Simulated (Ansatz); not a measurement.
**How well the gap of P2Ir (P2_1/c) can be computed**

The study climbs from cheap functionals to G0W0 on P2Ir (P2_1/c) and then asks what each convergence step is worth.

Program: Ansatz 0.2.0. Level of theory: density functionals, hybrids, G0W0, plane waves, PAW. Results are calculated unless marked as measured.

Most raw output is cut from this account.

In doubt: masses and optical values from hybrid runs of this build are listed as unsure (step 12), which bears on the screening that GW takes from such a start.

## (1) Starting point

The structure is monoclinic, space group P2_1/c (No. 14). Conventional cell: a = 5.772 Å, b = 5.807 Å, c = 5.872 Å, α = 90.00°, β = 111.25°, γ = 90.00°. Nearest to P lie 1 P at 2.22 Å and 3 Ir at 2.41 to 2.42 Å. P has 1 P at 2.22 Å and 3 Ir at 2.33 to 2.35 Å nearest. Nearest to Ir lie 6 P at 2.33 to 2.42 Å. Farther neighbours are not listed.

As a file:

```cif
data_structure
_symmetry_space_group_name_H-M 'P2_1/c'
_symmetry_Int_Tables_number 14
_cell_length_a 5.7723
_cell_length_b 5.8067
_cell_length_c 5.8725
_cell_angle_alpha 90.000
_cell_angle_beta 111.251
_cell_angle_gamma 90.000
_cell_volume 183.45
loop_
_atom_site_label
_atom_site_type_symbol
_atom_site_symmetry_multiplicity
_atom_site_Wyckoff_symbol
_atom_site_fract_x
_atom_site_fract_y
_atom_site_fract_z
_atom_site_occupancy
P1 P 4 e 0.15801 0.88188 0.87029 1
P2 P 4 e 0.33432 0.37721 0.18855 1
Ir1 Ir 4 e 0.27187 0.49883 0.79158 1
```

The cell and positions are those that the Materials Project relaxed with its own functionals (PBE, PBE+U or r2SCAN), kept fixed. At the settings of the band run the largest force is still 0.26 eV/Å. Spin-orbit coupling is left out unless a step names it. The default PAW set here is soft_2. Its files were made with PBE.

## (2) LDA bands

Levels along a band path, at the cheap level, show where the edges lie and whether the meshes to come will hold them.

This step: DFT, LDA, plane waves, PAW.

The input, input.yaml:

```yaml
crystal:
  lattice:
    - [5.7723350975, 0.0, 0.0]
    - [0.0, 5.80673151, 0.0]
    - [-2.1284997265, 0.0, 5.4731408836]
  atoms:
    - { symbol: P, position: [0.1580067, 0.88188186, 0.87028772] }
    - { symbol: P, position: [0.8419933, 0.38188186, 0.62971228] }
    - { symbol: P, position: [0.8419933, 0.11811814, 0.12971228] }
    - { symbol: P, position: [0.1580067, 0.61811814, 0.37028772] }
    - { symbol: P, position: [0.33432299, 0.37720527, 0.18854639] }
    - { symbol: P, position: [0.66567701, 0.87720527, 0.31145361] }
    - { symbol: P, position: [0.66567701, 0.62279473, 0.81145361] }
    - { symbol: P, position: [0.33432299, 0.12279473, 0.68854639] }
    - { symbol: Ir, position: [0.27186641, 0.49883041, 0.79157869] }
    - { symbol: Ir, position: [0.72813359, 0.99883041, 0.70842131] }
    - { symbol: Ir, position: [0.72813359, 0.50116959, 0.20842131] }
    - { symbol: Ir, position: [0.27186641, 0.00116959, 0.29157869] }
kpoints:
  mp_grid: { grid: [4, 4, 4] }
  band_path:
    path:
      - [0.0, 0.0, 0.0]
      - [0.0, 0.5, 0.0]
      - [0.0, 0.5, 0.5]
      - [0.0, 0.0, 0.5]
      - [0.0, 0.0, 0.0]
      - [-0.5, 0.0, 0.5]
      - [-0.5, 0.5, 0.5]
      - [0.0, 0.5, 0.0]
      - [-0.5, 0.5, 0.0]
      - [-0.5, 0.0, 0.0]
      - [0.0, 0.0, 0.0]
    npoints: 10
hamiltonian:
  xc: lda
scf:
  occupations: { method: fermi_dirac, width: 0.02 }
  n_extra_bands: 8
output:
  eigenvalues: true
  forces: true
  stress: true
```

Started as:

```
$ ansatz run input.yaml --threads 24 --pin off --max-ram 82944MiB --backend cuda --events-out ev --progress --plain --runs-dir out --devices 1 --max-vram 78GiB
```

The job ended after 1.9 s (1 × NVIDIA GB200 (shared by 2 runs) with 24 threads of Arm Neoverse V2, shared host; peak memory 1.1 GiB; 8.4 s of CPU time).

Numbers from this step:

* pressure: -6.111 GPa
* filled bands: 54
* gap: 0.6163 eV
* valence top at: E
* conduction bottom at: Γ
* least direct gap: 1.526 eV

The gap is indirect, with the least direct gap 0.91 eV higher. The pressure of -6 GPa says that this functional would shrink the cell; it is kept.

The electronic bands at the labelled points (eV, zero at the top of the highest nominally filled band):

| point | band 51 | band 52 | band 53 | band 54 | band 55 | band 56 | band 57 | band 58 |
| --- | --- | --- | --- | --- | --- | --- | --- | --- |
| Γ | -2.01 | -1.61 | -1.42 | -1.29 | 0.62 | 1.42 | 2.35 | 2.73 |
| halfway | -1.45 | -1.30 | -1.16 | -0.94 | 0.81 | 1.50 | 2.39 | 2.67 |
| Z | -1.09 | -1.09 | -0.55 | -0.55 | 1.28 | 1.28 | 2.59 | 2.59 |
| halfway | -1.22 | -1.22 | -0.52 | -0.52 | 1.23 | 1.23 | 2.74 | 2.74 |
| D | -1.19 | -1.19 | -0.12 | -0.12 | 1.41 | 1.41 | 2.09 | 2.09 |
| halfway | -1.19 | -1.19 | -0.64 | -0.64 | 1.36 | 1.36 | 1.92 | 1.92 |
| B | -1.83 | -1.83 | -0.46 | -0.46 | 1.35 | 1.35 | 2.06 | 2.06 |
| halfway | -1.84 | -1.76 | -1.19 | -0.85 | 0.89 | 1.38 | 2.34 | 2.45 |
| Γ | -2.01 | -1.61 | -1.42 | -1.29 | 0.62 | 1.42 | 2.35 | 2.73 |
| halfway | -1.62 | -1.38 | -1.16 | -0.83 | 1.02 | 2.01 | 2.36 | 2.48 |
| A | -0.86 | -0.86 | -0.74 | -0.74 | 2.35 | 2.35 | 2.41 | 2.41 |
| halfway | -1.17 | -1.17 | -0.59 | -0.59 | 2.02 | 2.02 | 2.35 | 2.35 |
| E | -0.77 | -0.77 | 0.00 | 0.00 | 1.62 | 1.62 | 2.38 | 2.38 |
| halfway | -1.06 | -1.06 | -0.80 | -0.80 | 1.66 | 1.66 | 2.56 | 2.56 |
| Z | -1.09 | -1.09 | -0.55 | -0.55 | 1.28 | 1.28 | 2.59 | 2.59 |
| halfway | -1.01 | -1.01 | -0.81 | -0.81 | 1.34 | 1.34 | 2.73 | 2.73 |
| C2 | -0.97 | -0.97 | -0.22 | -0.22 | 1.63 | 1.63 | 1.86 | 1.86 |
| halfway | -1.27 | -1.06 | -0.56 | -0.21 | 1.46 | 1.73 | 2.00 | 2.05 |
| Y2 | -1.62 | -1.55 | -0.30 | -0.07 | 1.47 | 1.77 | 2.10 | 2.26 |
| halfway | -1.71 | -1.63 | -1.13 | -0.88 | 1.08 | 1.61 | 2.27 | 2.66 |
| Γ | -2.01 | -1.61 | -1.42 | -1.29 | 0.62 | 1.42 | 2.35 | 2.73 |

## (3) LDA+SOC

Spin-orbit coupling can split or shift the edges; a non-collinear run measures by how much.

This step: DFT, LDA with spin-orbit coupling, plane waves, PAW.

Edit input.yaml of step 2 so:

```diff
@@ -26,10 +26,7 @@
       - [0.0, 0.0, 0.5]
-      - [0.0, 0.0, 0.0]
       - [-0.5, 0.0, 0.5]
       - [-0.5, 0.5, 0.5]
-      - [0.0, 0.5, 0.0]
       - [-0.5, 0.5, 0.0]
       - [-0.5, 0.0, 0.0]
-      - [0.0, 0.0, 0.0]
-    npoints: 10
+    npoints: 1
 hamiltonian:
@@ -38,3 +35,6 @@
   occupations: { method: fermi_dirac, width: 0.02 }
-  n_extra_bands: 8
+  n_extra_bands: 16
+magnetization:
+  noncollinear: true
+  spin_orbit: true
 output:
```

The job ended after 1.8 s (1 × NVIDIA GB200 (shared by 2 runs) with 24 threads; peak memory 1.4 GiB; 12 s of CPU time).

This step gave:

| Property | Result |
| --- | --- |
| pressure | -6.098 GPa |
| gap | 0.6147 eV |
| valence top at | E |
| conduction bottom at | Γ |
| least direct gap | 1.421 eV |

The gap is that of LDA.

## (4) r2SCAN

r2SCAN sits between gradient functionals and hybrids in what it does to gaps, at little more than semilocal cost.

This step: DFT, r2SCAN, plane waves, PAW.

Edit input.yaml of step 3 so:

```diff
@@ -32,9 +32,6 @@
 hamiltonian:
-  xc: lda
+  xc: r2scan
 scf:
-  occupations: { method: fermi_dirac, width: 0.02 }
-  n_extra_bands: 16
-magnetization:
-  noncollinear: true
-  spin_orbit: true
+  occupations: { method: fixed }
+  n_extra_bands: 8
 output:
```

The job ended after 1.6 s (1 × NVIDIA GB200 (shared by 2 runs) with 24 threads; peak memory 1.2 GiB; 4.2 s of CPU time).

This step gave:

```yaml
pressure: -0.3527 GPa
gap: 0.7169 eV
valence_top_at: E
conduction_bottom_at: Γ
least_direct_gap: 1.709 eV
```

The gap stands +0.10 eV against LDA.

## (5) HSE06

HSE06 mixes in a quarter of exact exchange at short range. Exchange couples all pairs of k points, which makes a full band path dear, so levels are read on the mesh and at chosen points.

This step: DFT, HSE06, plane waves, PAW.

Edit input.yaml of step 4 so:

```diff
@@ -32,3 +32,3 @@
 hamiltonian:
-  xc: r2scan
+  xc: hse06
 scf:
@@ -38,3 +38 @@
   eigenvalues: true
-  forces: true
-  stress: true
```

Run time: 12 s. Hardware: 1 × NVIDIA GB200 (shared by 2 runs) with 24 threads; peak memory 2.1 GiB.

Numbers from this step:

- gap: 1.134 eV
- valence top at: E
- conduction bottom at: Γ
- least direct gap: 2.174 eV

The gap stands +0.52 eV against LDA.

## (6) PBE0

PBE0 keeps its quarter of exact exchange at all distances, which suits crystals with ε∞ near 4 best.

This step: DFT, PBE0, plane waves, PAW.

Edit input.yaml of step 5 so:

```diff
@@ -32,3 +32,3 @@
 hamiltonian:
-  xc: hse06
+  xc: pbe0
 scf:
```

Wall time 13 s (1 × NVIDIA GB200 (shared by 2 runs) with 24 threads); peak memory 2.1 GiB.

This step gave:

* gap: 1.785 eV
* valence top at: E
* conduction bottom at: Γ
* least direct gap: 2.846 eV

The gap stands +1.17 eV against LDA.

## (7) Dielectric tensor

The response to a uniform field gives ε∞, a yardstick for the screening that GW builds on its mesh.

This step: dielectric response by perturbation theory, LDA, plane waves, PAW.

Edit input.yaml of step 6 so:

```diff
@@ -20,19 +20,6 @@
   mp_grid: { grid: [4, 4, 4] }
-  band_path:
-    path:
-      - [0.0, 0.0, 0.0]
-      - [0.0, 0.5, 0.0]
-      - [0.0, 0.5, 0.5]
-      - [0.0, 0.0, 0.5]
-      - [-0.5, 0.0, 0.5]
-      - [-0.5, 0.5, 0.5]
-      - [-0.5, 0.5, 0.0]
-      - [-0.5, 0.0, 0.0]
-    npoints: 1
 hamiltonian:
-  xc: pbe0
+  xc: lda
 scf:
   occupations: { method: fixed }
-  n_extra_bands: 8
-output:
-  eigenvalues: true
+dielectric: {}
```

Run time: 11 s. Hardware: 1 × NVIDIA GB200 (shared by 2 runs) with 24 threads; peak memory 3.4 GiB; 98 s of CPU time.

Numbers from this step:

```
stated error of ε∞ : 0.08
```

One over ε∞ averages 0.06, well under the quarter of exact exchange in PBE0, which by this rule of thumb may open the gap too far, though a start with so narrow a gap overstates ε∞.

High-frequency dielectric tensor:

```
16.22  0.00  0.61
 0.00 17.19  0.00
 0.61  0.00 16.89
```

## (8) G0W0, 4×2×4 mesh, 138 empty bands, screening to 48 eV

Now the one-shot GW correction: screening in the RPA, then the self-energy of the levels asked for.

This step: G0W0 on LDA, plane waves, PAW.

Edit input.yaml of step 7 so:

```diff
@@ -19,3 +19,3 @@
 kpoints:
-  mp_grid: { grid: [4, 4, 4] }
+  mp_grid: { grid: [4, 2, 4] }
 hamiltonian:
@@ -24,2 +24,7 @@
   occupations: { method: fixed }
-dielectric: {}
+gw:
+  n_empty_bands: 138
+  ecut_chi: 48
+  qp_bands: [v4, c4]
+  qp_kpoints: band_edges
+  screening: { model: contour_deformation }
```

Elapsed: 5.6 s, on 1 × NVIDIA GB200 (shared by 2 runs) with 24 threads; peak memory 1.6 GiB; 24 s of CPU time.

This step gave:

- bands summed: 192
- RPA ε∞ on this mesh (eigenvalues): 16.13, 17.92, 19.32
- plane waves in the screening matrix: 141
- G0W0 gap on the mesh: 1.100 eV
- k of the valence top: -0.5, -0.5, -0.5
- k of the conduction bottom: 0, 0, 0
- starting gap on the mesh: 0.6132 eV
- least direct G0W0 gap on the computed points: 1.996 eV

The gap on the mesh goes from 0.61 eV to 1.10 eV, a correction of +0.49 eV. Between the two edge states, bare exchange in place of the xc potential would open the gap by 4.20 eV, and correlation takes back 3.72 eV.

## (9) G0W0, 4×2×4 mesh, 391 empty bands, screening to 96 eV

Another rung: the empty bands reach about as high as the screening cutoff, so the two stay in balance.

Edit input.yaml of step 8 so:

```diff
@@ -25,4 +25,4 @@
 gw:
-  n_empty_bands: 138
-  ecut_chi: 48
+  n_empty_bands: 391
+  ecut_chi: 96
   qp_bands: [v4, c4]
```

The job ended after 11 s (1 × NVIDIA GB200 (shared by 2 runs) with 24 threads; peak memory 2.4 GiB; 43 s of CPU time).

Numbers from this step:

| Quantity | Value |
| --- | --- |
| bands summed | 445 |
| RPA ε∞ on this mesh (eigenvalues) | 15.87, 17.57, 18.90 |
| plane waves in the screening matrix | 399 |
| G0W0 gap on the mesh | 1.139 eV |
| k of the valence top | -0.5, -0.5, -0.5 |
| k of the conduction bottom | 0, 0, 0 |
| starting gap on the mesh | 0.6132 eV |
| least direct G0W0 gap on the computed points | 2.016 eV |

Against the run with 4×2×4 mesh, 138 empty bands, screening to 48 eV, the gap moves by +0.04 eV.

## (10) G0W0, 4×2×4 mesh, 843 empty bands, screening to 160 eV

Edit input.yaml of step 9 so:

```diff
@@ -25,4 +25,4 @@
 gw:
-  n_empty_bands: 391
-  ecut_chi: 96
+  n_empty_bands: 843
+  ecut_chi: 160.0
   qp_bands: [v4, c4]
```

Elapsed: 42 s, on 1 × NVIDIA GB200 (shared by 2 runs) with 24 threads; peak memory 4.7 GiB; 2.4 min of CPU time.

Numbers from this step:

| Item | Value |
| --- | --- |
| bands summed | 897 |
| RPA ε∞ on this mesh (eigenvalues) | 15.78, 17.46, 18.80 |
| plane waves in the screening matrix | 843 |
| q-points in the mesh | 32 |
| G0W0 gap on the mesh | 1.152 eV |
| k of the valence top | -0.5, -0.5, -0.5 |
| k of the conduction bottom | 0, 0, 0 |
| starting gap on the mesh | 0.6132 eV |
| Z at the valence top | 0.7823 |
| Z at the conduction bottom | 0.7651 |
| least direct G0W0 gap on the computed points | 2.017 eV |

Against the run with 4×2×4 mesh, 391 empty bands, screening to 96 eV, the gap moves by +0.013 eV.

Limits: finite bands, cutoff and mesh; no spin polarisation; d states lean on the start; no spin-orbit coupling; coarse k mesh. v1 is the top filled band, c1 the lowest empty one. The levels before and after the correction (eV, zero at the valence-band top of each column):

|  | conduction bottom | valence top |
| --- | --- | --- |
| Kohn-Sham | 0.61 | 0.00 |
| G0W0 | 1.15 | 0.00 |

|  | level | occupation | energy (eV) |
| --- | --- | --- | --- |
| Kohn-Sham | Γ v3 | 2 | -1.623 |
| Kohn-Sham | Γ v2 | 2 | -1.439 |
| Kohn-Sham | Γ v1 | 2 | -1.295 |
| Kohn-Sham | Γ c1 | 0 | 0.613 |
| Kohn-Sham | Γ c2 | 0 | 1.415 |
| Kohn-Sham | Γ c3 | 0 | 2.348 |
| Kohn-Sham | (-0.5 -0.5 -0.5) v3 | 2 | -0.774 |
| Kohn-Sham | (-0.5 -0.5 -0.5) v2-v1 | 2 | 0.000 |
| Kohn-Sham | (-0.5 -0.5 -0.5) c1-c2 | 0 | 1.611 |
| Kohn-Sham | (-0.5 -0.5 -0.5) c3 | 0 | 2.380 |
| G0W0 | Γ v3 | 2 | -1.444 |
| G0W0 | Γ v2 | 2 | -1.248 |
| G0W0 | Γ v1 | 2 | -1.098 |
| G0W0 | Γ c1 | 0 | 1.152 |
| G0W0 | Γ c2 | 0 | 1.850 |
| G0W0 | Γ c3 | 0 | 2.905 |
| G0W0 | (-0.5 -0.5 -0.5) v3 | 2 | -0.794 |
| G0W0 | (-0.5 -0.5 -0.5) v2-v1 | 2 | 0.000 |
| G0W0 | (-0.5 -0.5 -0.5) c1-c2 | 0 | 2.280 |
| G0W0 | (-0.5 -0.5 -0.5) c3 | 0 | 2.858 |

The parts of the quasiparticle energy at the two band edges (eV; QP = start + Σx + Σc − Vxc):

| run | edge | start | Σx | Σc | Vxc | Z | QP |
| --- | --- | --- | --- | --- | --- | --- | --- |
| 192 bands | valence top | 13.77 | -17.09 | 1.48 | -16.15 | 0.79 | 14.31 |
| 192 bands | conduction bottom | 14.38 | -17.67 | -2.24 | -20.94 | 0.78 | 15.41 |
| 445 bands | valence top | 13.77 | -17.09 | 0.98 | -16.15 | 0.78 | 13.82 |
| 445 bands | conduction bottom | 14.38 | -17.67 | -2.70 | -20.94 | 0.77 | 14.96 |
| 897 bands | valence top | 13.77 | -17.09 | 0.74 | -16.15 | 0.78 | 13.58 |
| 897 bands | conduction bottom | 14.38 | -17.67 | -2.92 | -20.94 | 0.77 | 14.73 |

## (11) G0W0@LDA, 2×2×2 mesh, 391 empty bands, screening to 96 eV

A second mesh at equal bands and cutoff isolates the sampling error. Bands and cutoff differ from the step before, so it is read against an earlier run that matches them.

Edit input.yaml of step 10 so:

```diff
@@ -19,3 +19,3 @@
 kpoints:
-  mp_grid: { grid: [4, 2, 4] }
+  mp_grid: { grid: [2, 2, 2] }
 hamiltonian:
@@ -25,4 +25,4 @@
 gw:
-  n_empty_bands: 843
-  ecut_chi: 160.0
+  n_empty_bands: 391
+  ecut_chi: 96
   qp_bands: [v4, c4]
```

The job ended after 2.8 s (1 × NVIDIA GB200 (shared by 2 runs) with 24 threads; peak memory 1.7 GiB).

This step gave:

```
bands summed                                 : 445
RPA ε∞ on this mesh (eigenvalues)            : 17.62, 19.47, 21.59
plane waves in the screening matrix          : 399
G0W0 gap on the mesh                         : 1.130 eV
k of the valence top                         : -0.5, -0.5, -0.5
k of the conduction bottom                   : 0, 0, 0
starting gap on the mesh                     : 0.6036 eV
least direct G0W0 gap on the computed points : 1.999 eV
```

Against the run with 4×2×4 mesh, 391 empty bands, screening to 96 eV, the gap moves by −0.009 eV.

## (12) G0W0@HSE06, 4×2×4 mesh, 391 empty bands, screening to 96 eV

The same correction from a different start measures what one shot leaves open.

This step: G0W0 on HSE06, plane waves, PAW.

Edit input.yaml of step 11 so:

```diff
@@ -19,5 +19,5 @@
 kpoints:
-  mp_grid: { grid: [2, 2, 2] }
+  mp_grid: { grid: [4, 2, 4] }
 hamiltonian:
-  xc: lda
+  xc: hse06
 scf:
```

Wall time 46 s (1 × NVIDIA GB200 (shared by 2 runs) with 24 threads); peak memory 3 GiB.

This step gave:

```
bands summed                                 : 445
RPA ε∞ on this mesh (eigenvalues)            : 11.73, 12.78, 13.12
plane waves in the screening matrix          : 399
G0W0 gap on the mesh                         : 1.362 eV
k of the valence top                         : -0.5, -0.5, -0.5
k of the conduction bottom                   : 0, 0, 0
starting gap on the mesh                     : 1.130 eV
least direct G0W0 gap on the computed points : 2.292 eV
```

Against the run with 4×2×4 mesh, 391 empty bands, screening to 96 eV on LDA, the gap moves by +0.22 eV, while the start moved by +0.52 eV.

(Part 1 of 2 ends here.)

[Paths, hosts, dates, memory and timing lines, banners, echoed tables and standing remarks are left out of the program output.]

[Logs are printed without paths, hosts, clocks, repeated set-up lines and the standing remarks that a program may print on its own settings, such as how far it seeks lower states.]

[Runs of the session that timed out or met a known fault of the program may be left out.]

[Cells called generated may have been cut or substituted from an entry of the Crystallography Open Database or the Materials Project.]

[Hosts, paths, dates, database ids (printed as entryN), source tags and the programs' standing remarks are cut or masked in the printed files.]
